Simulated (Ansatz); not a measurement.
**Dielectric function and optical constants of Hf**

What colour and refractive index does Hf have at this level of theory?

Program: Ansatz 0.2.0. Level of theory: DFT, PBE, plane-wave PAW, default files, scalar-relativistic, independent-particle optical response without local fields. Values are calculated unless marked as measured.

### 1. Set-up

The structure is hexagonal, space group P6_3/mmc (No. 194). Conventional cell: a = 3.197 Å, b = 3.197 Å, c = 5.058 Å, α = 90.00°, β = 90.00°, γ = 120.00°. Nearest to Hf lie 12 Hf at 3.13 to 3.20 Å.

### 2. Ground state and bands

First the ground state: is it a metal or has it a gap?

This step: DFT, PBE, plane-wave PAW, default files, scalar-relativistic, ground state (Ansatz 0.2.0).

The input, input.yaml:

```yaml
crystal:
  lattice:
    - [3.1967, 0.0, 0.0]
    - [-1.59835, 2.7684234083, 0.0]
    - [0.0, 0.0, 5.0578]
  atoms:
    - { symbol: Hf, position: [0.6666666667, 0.3333333333, 0.75] }
    - { symbol: Hf, position: [0.3333333333, 0.6666666667, 0.25] }
kpoints:
  mp_grid: { grid: [8, 8, 5] }
  band_path:
    path:
      - [[0.0, 0.0, 0.0], [0.5, 0.0, 0.0], [0.33333333, 0.33333333, 0.0], [0.0, 0.0, 0.0], [0.0, 0.0, 0.5], [0.5, 0.0, 0.5], [0.33333333, 0.33333333, 0.5], [0.0, 0.0, 0.5]]
      - [[0.5, 0.0, 0.5], [0.5, 0.0, 0.0]]
      - [[0.33333333, 0.33333333, 0.0], [0.33333333, 0.33333333, 0.5]]
    npoints: 6
scf:
  occupations: { method: fermi_dirac, width: 0.05 }
  n_extra_bands: 6
hamiltonian:
  xc: pbe
  pseudopotentials: { kind: paw }
output:
  forces: true
  stress: true
  populations: true
  write_bands: true
  write_density: true
  write_potential: true
  elf: true
  volumetric_format: npy
```

Started as:

```sh
$ ansatz run input.yaml --threads 4 --pin off --max-ram 8192MiB --backend cpu --events-out ev --progress --plain --runs-dir out
```

Standard output:

```text
scf.n_extra_bands = 6 over 26 filled bands (N_el = 52.0): the run solves 32 bands
Engine: ansatz 0.2.0, aarch64-unknown-linux-gnu
Pseudopotentials: kind: paw
Pseudopotential: Hf, paw, valence charge 26, recommended cutoff 420 eV (normal), Hf.paw.azcp
Functional definition: PBE
  parameter kappa = 0.804
  parameter beta = 0.066725
  exchange = pbe_x(kappa = kappa, mu = beta*pi^2/3)
  correlation = pbe_c(beta = beta)
Crystal: 2 atoms, lattice volume = 44.761 Å³
Basis set: ecut = 420 eV, 881 PW (Γ), exchange–correlation on 48×48×72 points (8 copies of the dense FFT grid, shifted against one another)
Bands: 32, of which v1, the nominal top of the filled ones, is band 26 counted from 1 (25 counted from 0)
Symmetry: 24 space group operations
Space group: P63/mmc (ITA 194), of the structure as read, at distance tolerance 3.6e-5 Å
k-points: 30 of 320
Non-local potential: Hf, projectors of the file, l = 0: 3, l = 1: 2, l = 2: 2, l = 3: 3
PAW form: soft (Blöchl's): semilocal exchange-correlation on the pseudo side does not see the compensation charge
PAW one-centre angular grid: Hf, 590 points (default); XC on 64 Gauss nodes
Initial density: superposition of atomic densities (neutral atoms: chi_scale 0, normalization atom), corrected by the library's trained network
Initial wavefunctions: pseudopotential atomic-orbital guess
Functional: x = pbe(κ = 0.804, μ = 0.219515), c = pbe(β = 0.066725)
SCF iter   1: F=—  HF=-31442.734845 eV  |F-HF|=—  |Δ(HF+E_count)|=         —  Δρ=3.29e-3  dr2=2.84e-3  ethr=1.77e-3  ⟨swp⟩=4.9  Hψ=3189  notcnv=0
preconditioner: auto → Kerker (q_TF=auto, 2.797 Å⁻¹)  [metal: Δε(μ)=0.088 eV  Ē_g=17.569 eV  σ=0.050 eV  W_gap=0.39  n_scr=22 (ndim 8)  ℏωp=38.5 eV  f_vac=0.000  D(μ)=1.03/eV (n_scr^D=2)]
SCF iter   2: F=—  HF=-31442.734995 eV  |F-HF|=—  |Δ(HF+E_count)|=   1.50e-4  Δρ=2.08e-3  dr2=1.25e-3  ethr=5.47e-6  ⟨swp⟩=2.1  Hψ=1391  notcnv=0
SCF iter   3: F=—  HF=-31442.735099 eV  |F-HF|=—  |Δ(HF+E_count)|=   1.04e-4  Δρ=3.49e-4  dr2=4.89e-5  ethr=2.40e-6  ⟨swp⟩=3.0  Hψ=1734  notcnv=0
SCF iter   4: F=—  HF=-31442.735101 eV  |F-HF|=—  |Δ(HF+E_count)|=   2.01e-6  Δρ=1.97e-4  dr2=1.01e-5  ethr=9.41e-8  ⟨swp⟩=2.1  Hψ=1755  notcnv=0
SCF iter   5: F=—  HF=-31442.735098 eV  |F-HF|=—  |Δ(HF+E_count)|=   2.66e-6  Δρ=5.66e-5  dr2=8.25e-7  ethr=1.95e-8  ⟨swp⟩=2.0  Hψ=1518  notcnv=0
SCF iter   6: F=-31442.735098 eV  HF=-31442.735098 eV  |F-HF|=2.17e-9  |Δ(HF+E_count)|=   4.13e-7  Δρ=1.40e-5  dr2=6.02e-8  ethr=1.92e-10  ⟨swp⟩=7.9  Hψ=7442  notcnv=0
SCF 1 converged in 6 iterations: F = -31442.735098 eV  dr2 = 6.02e-8
  greatest PAW one-centre occupation: 0.998 electrons in one spin orbital (limit 2), on the Hf atom at site 1 (counted from 0), in its partial waves of l = 0
NSCF: frozen V_eff on 57 k-points
SCF converged after 6 iterations
Free energy (F): -31442.735098 eV
Harris-Foulkes:  -31442.735098 eV  (|F-HF|=2.17e-9)
Internal energy: -31442.725378 eV  (E = F + TS)
E sigma→0 (E₀):  -31442.730238 eV
Entropy (-TS):   -0.009720 eV (-4.860 meV/atom)
Fermi energy:    19.935171 eV
--- Per-component energies (eV) ---
  E_band       = 71.858344
  E_kinetic    = 848.425942
  E_local      = -10144.449044  (includes V_loc(G=0)·N_el)
  E_nonlocal   = -2488.667827
  E_hartree    = 4772.702637
  E_xc         = -600.336187
  E_vxc        = -532.525318  (∫ρ·V_xc dr)
  E_paw        = -13855.680668  (= ΣΔE_a)
  E_vpaw       = 2843.686906  (= ΣTr[D̂ρ^β])
  E_aug_tail   = -0.000002  (compensation charges beyond the density's cutoff)
  E_ewald      = -9974.720229
  E_smearing   = -0.009720  (= −TS)
  E_closure    = -0.000000  (closes the sum)
  Σ components = -31442.735098   (vs F -31442.735098, Δ=0.00e0)
--- Forces (eV/Å), atoms counted from 1 ---
  atom   1  Hf     0.00000000     0.00000000     0.00000000
  atom   2  Hf    -0.00000000    -0.00000000    -0.00000000
  max |Σ_I F_I| component: 3.70e-17 eV/Å
--- Stress (GPa, compression-positive) ---
        0.895876       0.000000      -0.000000
        0.000000       0.895876      -0.000000
       -0.000000      -0.000000       0.776248
  P = ⅓ Tr σ = 0.8560 GPa (8.560 kbar)
--- Band table (eV; the first three rows and the last of 30) ---
  k-point 0: bands = [... 22 lower, 12.5208, 16.1871, 20.5279, 21.0708, 21.0708, 21.3476, 21.8930, 21.8930, ... 2 higher]
  k-point 1: bands = [... 22 lower, 12.8839, 15.9719, 20.1052, 20.9098, 20.9098, 21.0382, 21.6154, 21.6154, ... 2 higher]
  k-point 2: bands = [... 22 lower, 13.8690, 15.1160, 19.8631, 20.3535, 20.8588, 20.8588, 21.1355, 21.1355, ... 2 higher]
  k-point 29: bands = [... 22 lower, 17.4839, 17.8372, 18.7820, 18.8564, 19.6940, 19.7895, 22.0857, 22.9353, ... 2 higher]
--- Löwdin populations: 2 sites ---
  site symbol       q [e]
     0     Hf     25.9223
     1     Hf     25.9223
  spilling = 0.002989 (of n_electrons = 52.000000)
```

The job ended after 0.96 s (4 threads of Arm Neoverse V2, shared host; peak memory 0.34 GiB; 3.2 s of CPU time).

Numbers from this step:

| Item | Value |
| --- | --- |
| free energy | -31442.7351 eV |
| Fermi energy | 19.94 eV |
| electrons | 52 |
| symmetry operations | 24 |
| pressure | 0.8560 GPa |
| volume | 44.76 Å³ |
| gap on the path | 0 eV |

There are states at the Fermi level within the smearing, so the occupations stay smeared and the carriers get a Drude term. The cell is left with a pressure of 0.9 GPa, as it stands unrelaxed at this level.

Electronic bands along the path, in eV, zero at the Fermi level; # counts the bands kept:

| point | #15 | #16 | #17 | #18 | #19 | #20 | #21 | #22 |
| --- | --- | --- | --- | --- | --- | --- | --- | --- |
| Γ | -7.41 | -3.75 | 0.59 | 1.14 | 1.14 | 1.41 | 1.96 | 1.96 |
| halfway | -5.71 | -2.40 | -1.09 | -0.58 | 0.77 | 1.44 | 1.48 | 2.86 |
| M | -3.39 | -2.79 | -2.27 | -0.85 | 0.74 | 0.83 | 1.63 | 5.84 |
| halfway | -2.83 | -2.21 | -2.21 | -1.16 | 0.43 | 0.67 | 1.76 | 5.15 |
| K | -2.17 | -1.84 | -1.84 | -1.49 | 0.33 | 0.33 | 2.01 | 5.16 |
| halfway | -5.19 | -1.91 | -1.33 | -1.04 | 0.66 | 0.78 | 1.68 | 2.99 |
| Γ | -7.41 | -3.75 | 0.59 | 1.14 | 1.14 | 1.41 | 1.96 | 1.96 |
| halfway | -6.85 | -4.11 | 0.04 | 0.93 | 0.93 | 0.95 | 1.56 | 1.56 |
| A | -5.44 | -5.44 | 0.11 | 0.11 | 1.02 | 1.02 | 1.02 | 1.02 |
| halfway | -4.13 | -4.13 | -0.72 | -0.72 | 0.51 | 0.51 | 2.11 | 2.11 |
| L | -3.45 | -3.45 | -1.03 | -1.03 | 1.14 | 1.14 | 2.61 | 2.61 |
| halfway | -2.88 | -2.88 | -0.76 | -0.76 | 0.00 | 0.00 | 2.62 | 2.62 |
| H | -1.80 | -1.80 | -1.50 | -1.50 | -0.24 | -0.24 | 2.48 | 2.48 |
| halfway | -3.75 | -3.75 | -0.78 | -0.78 | 0.24 | 0.24 | 2.19 | 2.19 |
| A | -5.44 | -5.44 | 0.11 | 0.11 | 1.02 | 1.02 | 1.02 | 1.02 |
| jump to L | -3.45 | -3.45 | -1.03 | -1.03 | 1.14 | 1.14 | 2.61 | 2.61 |
| halfway | -3.67 | -2.85 | -1.40 | -1.35 | 1.16 | 1.22 | 1.34 | 4.67 |
| M | -3.39 | -2.79 | -2.27 | -0.85 | 0.74 | 0.83 | 1.63 | 5.84 |
| jump to K | -2.17 | -1.84 | -1.84 | -1.49 | 0.33 | 0.33 | 2.01 | 5.16 |
| halfway | -1.91 | -1.82 | -1.82 | -1.44 | 0.01 | 0.01 | 2.00 | 4.08 |
| H | -1.80 | -1.80 | -1.50 | -1.50 | -0.24 | -0.24 | 2.48 | 2.48 |

The electronic bands as a text plot (rows in eV, shown from -8.0 to 2.4 only):

```
    2.2 |***         *     ****       *         *****        ****
    1.7 | **    ***** ** ** ** **    *               *   *  *
    1.3 |*******        *  ***** *  *     *           ** ***
    0.9 |   ********  ******    ******   * *          **** **
    0.4 |**       ****  *   ****      ***   *      ***       *
    0.0 |  *          **        *****             *   ***     ***
   -0.4 |  ***             *         *       *****   *
   -0.9 |     *****      **           ********  *****    *  *
   -1.3 |   **     * ******                   **         *** ****
   -1.7 |     *     *******                    *           * ****
   -2.2 |     **********                      *             **
   -2.6 |   ** ****   **   *                 *  **         **
   -3.0 |  *      **                        *     *      **
   -3.5 | *     **          **         *****              ***
   -3.9 |*     *        *     **                   **    *
   -4.3 |                       **    *
   -4.8 |     *                      *               *
   -5.2 |                **         *                 **
   -5.6 |   **                    **                    *
   -6.1 |
   -6.5 |  *               *     *
   -6.9 |                       *
   -7.4 |**                 ****
   -7.8 |
         Γ      M    K        Γ   A       L    H       A|L M|K  H
```

Valence density in the ac plane at fractional y = 0.333, with atoms of Hf within 0.2 Å of it. It is the smooth field of the valence electrons, not physical close to the nuclei.

Values in e/Å³, 22 rows by 16 columns, each cell a mean:
```
 0  0  0  0  0  0  0  0  0  0  1  1  1  0  0  0
 0  0  0  0  0  0  0  0  1  2  2  2  2  1  1  0
 0  0  0  0  0  0  0  1  3  5  8  8  6  3  1  1
 0  0  0  0  0  0  1  2  6 12 18 19 14  8  3  1
 0  0  0  0  0  0  1  3  9 19 29 30 23 12  5  1
 0  0  0  0  0  0  1  3 10 20 30 32 24 13  5  2
 0  0  0  0  0  0  1  2  6 13 20 21 16  8  3  1
 0  0  0  0  0  0  0  1  3  6  9  9  7  4  2  1
 0  0  0  0  0  0  0  0  1  2  3  3  2  1  1  0
 0  0  0  0  0  0  0  0  0  1  1  1  1  0  0  0
 0  0  0  0  0  0  0  0  0  0  0  0  0  0  0  0
 0  0  0  0  0  0  0  0  0  0  0  0  0  0  0  0
 0  0  0  0  0  0  0  0  0  0  0  0  0  0  0  0
 0  0  0  0  0  0  0  0  0  0  0  0  0  0  0  0
 0  1  1  1  1  0  0  0  0  0  0  0  0  0  0  0
 0  1  1  1  1  1  0  0  0  0  0  0  0  0  0  0
 0  1  1  1  1  1  0  0  0  0  0  0  0  0  0  0
 0  1  1  1  1  1  0  0  0  0  0  0  0  0  0  0
 0  0  0  0  0  0  0  0  0  0  0  0  0  0  0  0
 0  0  0  0  0  0  0  0  0  0  0  0  0  0  0  0
 0  0  0  0  0  0  0  0  0  0  0  0  0  0  0  0
 0  0  0  0  0  0  0  0  0  0  0  0  0  0  0  0
```
Atoms in or near the plane, at fractional coordinates: Hf at (0.67, 0.75).

ELF in the ac plane at fractional y = 0.333, with atoms of Hf within 0.2 Å of it. It is the smooth field of the valence electrons, not physical close to the nuclei.

Ten even steps from '_' (0.13) to '@' (0.85):
```
::--======::..______....________
__::====--..____..--====--..____
__..--==::____..==**%%%%##++::__
____::--..____==##@@@@@@@@%%++..
____::::____::**@@@@@@@@@@@@##--
____..::____--##@@@@@@@@@@@@%%==
____..::____--##@@@@@@@@@@@@%%==
____::::____::**@@@@@@@@@@@@##--
____::--..____==##@@@@@@@@%%++..
__..--==::____..==**%%%%##++::__
__::====--..____..--====--..____
::--======::..______....________
::--------::::................::
::..........::----------------::
____________..--==********++--::
______________::==**##%%##++--..
____....______..==**%%%%##++::__
__..::::::..__..--**%%%%##==..__
__::----::..__..--**%%%%##==..__
__::----::..__..--**%%%%##==..__
__..::::::..__..--**%%%%##==..__
____....______..==**%%%%##++::__
______________::==**##%%##++--..
____________..--==********++--::
::..........::----------------::
::--------::::................::
```
Atoms in or near the plane, at fractional coordinates: Hf at (0.67, 0.75).

[end of part 1 of 2]

[Long decimals in the printed logs are rounded to 6 places.]

[Logs are printed without paths, hosts, clocks, repeated set-up lines and the standing remarks that a program may print on its own settings, such as how far it seeks lower states.]

[Hosts, paths, dates, database ids (printed as entryN), source tags and the programs' standing remarks are cut or masked in the printed files.]

[Where the starting crystal was built by hand or by swapping elements, it need not be the compound's stable phase.]

[The count of steps not shown may lack steps that the program refused or didn't finish.]
